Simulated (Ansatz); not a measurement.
# Lattice dynamics of Ba2C (built on the sites of a database entry of Be2C), part 2 of 2

The cell of Ba2C (built on the sites of a database entry of Be2C) is at rest. What are its phonons? After the zone centre comes a 2×2×2 q mesh on a 10×10×10 k mesh.

Ansatz 0.2.0; DFT LDA, scalar-relativistic, plane waves, PAW.

So far. Step 2 (Zone-centre response): Before it was imposed, the acoustic sum rule was missed by 1.1e-4 eV/Å². Small misses are needed for a sound result but don't prove that mesh and cutoff are converged. The lowest optical mode is real, 68.0 cm⁻¹.

The structure was built from a prototype and need not be the compound's stable phase.

## Step 3: Phonons on a q mesh (continued)

Interpolated from a 2×2×2 q mesh. Phonon branches along the path, in cm⁻¹:

```csv
point,branch 1,branch 2,branch 3,branch 4,branch 5,branch 6,branch 7,branch 8,branch 9
Γ,0,0,0,68,68,68,247,247,247
halfway,21,21,47,80,80,91,193,193,304
X,-30,40,40,73,73,99,99,122,347
halfway,-25,42,44,78,85,109,119,124,336
U,12,46,52,81,91,114,138,179,305
jump to K,12,46,52,81,91,114,138,179,305
halfway,32,62,62,70,75,86,219,222,270
Γ,0,0,0,68,68,68,247,247,247
halfway,45,45,61,71,71,77,227,227,268
L,57,57,78,81,81,91,204,204,289
halfway,43,45,66,77,99,99,169,232,270
W,25,28,70,70,93,107,113,258,258
halfway,-19,38,51,81,82,103,118,160,324
X,-30,40,40,73,73,99,99,122,347
```

The phonon branches as a text plot (rows in cm⁻¹):

```
    339 |         ******                                      ***
    324 |       **      *
    308 |      *         **                                 **
    292 |    **                                *****
    276 |   *              *    *            **     ***    *
    261 |  *                **** ****     ***          ****
    245 |***                      *********            **  *
    229 |   *               ********       **        **
    214 |    **            *   **            ***  ***
    198 |      *             **                 *****       *
    182 |                 * *                        *       *
    166 |       *        *                            *
    151 |        *      *  *                           *
    135 |                **                             *     *
    119 |         *********                              ********
    104 |       **  ****   ****                      ************
     88 |      *****   ***********           ********     *****
     72 |*******    *****   *************************************
     56 |   ***          ***********       ***********      **
     41 |  *   **   *******  ***  ***     ***        ****   *****
     25 | *  *******       **   ******   **              ***
      9 | ***             *         **  *                   *
     -6 |*               *            **                     *
    -22 |         *******                                     ***
         Γ           X  U|K            Γ         L        W     X
```

Tetrahedra on a 16×16×16 mesh, mean over bins of 5 cm-1. Interpolated from a 2×2×2 q mesh. Phonon density of states against wavenumber; read off at these points:

```csv
wavenumber (cm⁻¹),phonon density of states (1/cm⁻¹/cell)
-32,0
-18,0.00248
-8,0.00217
8,0.00351
18,0.0112
32,0.0584
38,0.0882
48,0.0648
58,0.0566
72,0.0690
78,0.107
88,0.0672
92,0.0802
98,0.0539
112,0.0261
122,0.0118
138,0.00815
152,0.00959
162,0.0107
178,0.0131
192,0.0165
202,0.0203
218,0.0381
228,0.0207
242,0.00707
258,0.0045
268,0.0173
282,0.0290
298,0.00986
308,0.00769
322,0.00528
332,0.00373
348,1.2e-4
```

The partial phonon density of states has structure finer than the step of the table below, so its rows give means over 20 cm⁻¹, whole bins alone (the curve runs from -38.7 to 367 cm⁻¹). Peaks (cm⁻¹: height): Ba 37.8: 0.0782, 78.6: 0.106; C 142.4: 0.0117, 221.4: 0.0353, 277.5: 0.0267.

Phonopy on the run's constants, 15x15x15 mesh, Gaussian sigma 2.9 cm-1. Interpolated from a 2×2×2 q mesh. Table of partial phonon density of states by wavenumber; means over each step; values in 1/cm⁻¹/cell:

```csv
wavenumber (cm⁻¹),Ba,C
-20,0.00305,0
0,0.00191,1.2e-5
20,0.0198,5.2e-4
40,0.0670,0.00134
60,0.0594,9.4e-4
80,0.0855,0.00165
100,0.0484,0.00242
120,0.0113,0.00567
140,6.4e-4,0.00807
160,4.8e-4,0.00968
180,4.8e-4,0.0125
200,5.9e-4,0.0196
220,7.2e-4,0.0277
240,2.2e-4,0.0102
260,9.8e-5,0.00952
280,1.4e-4,0.0225
300,3.9e-5,0.00945
320,9.8e-6,0.00568
340,2.5e-7,0.00242
```

Symmetry leaves 3 wavevectors to solve. The lowest mode among them, the acoustic zeros apart, lies at q = (0, -0.5, -0.5) and is imaginary, 30.0i cm⁻¹, so the energy falls along it.

## Step 4: Another isotope, element Ba, natural mass 137.327 amu

An isotope changes the mass and not the force constants, so no new electronic calculation is needed; the shifts show which modes move this element.

The same force constants with the mass of Ba changed from 137.327 to 133.905 u (phonopy, no LO-TO term). Both lists are sorted by frequency; levels can cross, so a row need not hold one and the same mode. Modes under 3 cm⁻¹ are left out. Isotope shifts, by row:

```csv
q,rank,natural mass (cm⁻¹),changed mass (cm⁻¹)
0 0 0,4,67.96,68.82
0 0 0,5,67.96,68.82
0 0 0,6,67.96,68.82
0 0 0,7,247,247.2
0 0 0,8,247,247.2
0 0 0,9,247,247.2
0 0 -0.5,1,56.59,57.29
0 0 -0.5,2,56.59,57.29
0 0 -0.5,3,78.07,79.06
0 0 -0.5,4,81.34,82.38
0 0 -0.5,5,81.34,82.38
0 0 -0.5,6,90.6,91.75
0 0 -0.5,7,204.5,204.6
0 0 -0.5,8,204.5,204.6
0 0 -0.5,9,289,289
0 -0.5 -0.5,1,-29.98,-30.37
0 -0.5 -0.5,2,39.77,40.27
0 -0.5 -0.5,3,39.77,40.27
0 -0.5 -0.5,4,73.16,73.64
0 -0.5 -0.5,5,73.16,73.64
0 -0.5 -0.5,6,99.36,99.96
0 -0.5 -0.5,7,99.36,99.96
0 -0.5 -0.5,8,121.8,123.4
0 -0.5 -0.5,9,347.2,347.2
```

A mode of this element alone would shift by +1.27 %. The highest zone-centre frequency without the field goes from 247.0 to 247.2 cm⁻¹ (+0.1 %). The product of the frequency ratios over all optical modes at Γ is 1.040; the product rule, (m/m′)^(3k/2) (M′/M)^(3/2) with k = 2 such atoms and M the mass of the cell, gives 1.040.

## Step 5: Another isotope, element C, natural mass 12.011 amu

The same for C, from 12.01 to 13.00 u.

The same force constants with the mass of C changed from 12.011 to 13.003 u (phonopy, no LO-TO term). Both lists are sorted by frequency; levels can cross, so a row need not hold one and the same mode. Modes under 3 cm⁻¹ are left out. Isotope shifts, by row:

```csv
q,rank,natural mass (cm⁻¹),changed mass (cm⁻¹)
0 0 0,4,67.96,67.96
0 0 0,5,67.96,67.96
0 0 0,6,67.96,67.96
0 0 0,7,247,237.8
0 0 0,8,247,237.8
0 0 0,9,247,237.8
0 0 -0.5,1,56.59,56.53
0 0 -0.5,2,56.59,56.53
0 0 -0.5,3,78.07,78.06
0 0 -0.5,4,81.34,81.34
0 0 -0.5,5,81.34,81.34
0 0 -0.5,6,90.6,90.6
0 0 -0.5,7,204.5,196.8
0 0 -0.5,8,204.5,196.8
0 0 -0.5,9,289,277.8
0 -0.5 -0.5,1,-29.98,-29.98
0 -0.5 -0.5,2,39.77,39.77
0 -0.5 -0.5,3,39.77,39.77
0 -0.5 -0.5,4,73.16,71.73
0 -0.5 -0.5,5,73.16,71.73
0 -0.5 -0.5,6,99.36,97.4
0 -0.5 -0.5,7,99.36,97.4
0 -0.5 -0.5,8,121.8,121.8
0 -0.5 -0.5,9,347.2,333.7
```

A mode of this element alone would shift by -3.89 %. The highest zone-centre frequency without the field goes from 247.0 to 237.8 cm⁻¹ (-3.7 %). The product of the frequency ratios over all optical modes at Γ is 0.892; the product rule, (m/m′)^(3k/2) (M′/M)^(3/2) with k = 1 such atoms and M the mass of the cell, gives 0.892.

## Step 6: Summary of results

| Property | Result |
| --- | --- |
| space group (within 0.01 Å) | Fm-3m |
| volume per atom | 26.1 Å³ |
| electronic character | no gap on this mesh |
| highest optical mode at the zone centre (no LO-TO term) | 247 cm⁻¹ |
| lowest optical zone-centre mode | 68.0 cm⁻¹ |
| lowest mode on the q mesh (acoustic modes at Γ apart) | -30.0 cm⁻¹ |
| highest frequency on the path or at a solved wavevector | 347 cm⁻¹ |
| imaginary modes on the 2×2×2 q mesh | yes |

In words: Modes are clearly imaginary (beyond 10i cm⁻¹) at 1 of the 3 irreducible wavevectors, most at q = (0, -0.5, -0.5) (30.0i cm⁻¹), so this structure is not a minimum of the energy. The optical modes at Γ span 68 to 247 cm⁻¹. The highest mode in this list at Γ, 247.0 cm⁻¹, is mostly motion of C (96 % of the kinetic energy). With no gap, or one that is small against the smearing, the frequencies hang on the k mesh and the smearing, most of all near Kohn anomalies. Spin-orbit coupling is left out, which can matter for the heavy elements here. A phonon run warned that its eigensolver left some bands unconverged in a pass. The starting cell was built on a prototype and not taken from a measurement, so the phase need not exist. These are harmonic frequencies at zero temperature: anharmonic shifts, linewidths and thermal expansion are left out.

[Logs are printed without paths, hosts, clocks, repeated set-up lines and the standing remarks that a program may print on its own settings, such as how far it seeks lower states.]

[Hosts, paths, dates, database ids (printed as entryN), source tags and the programs' standing remarks are cut or masked in the printed files.]
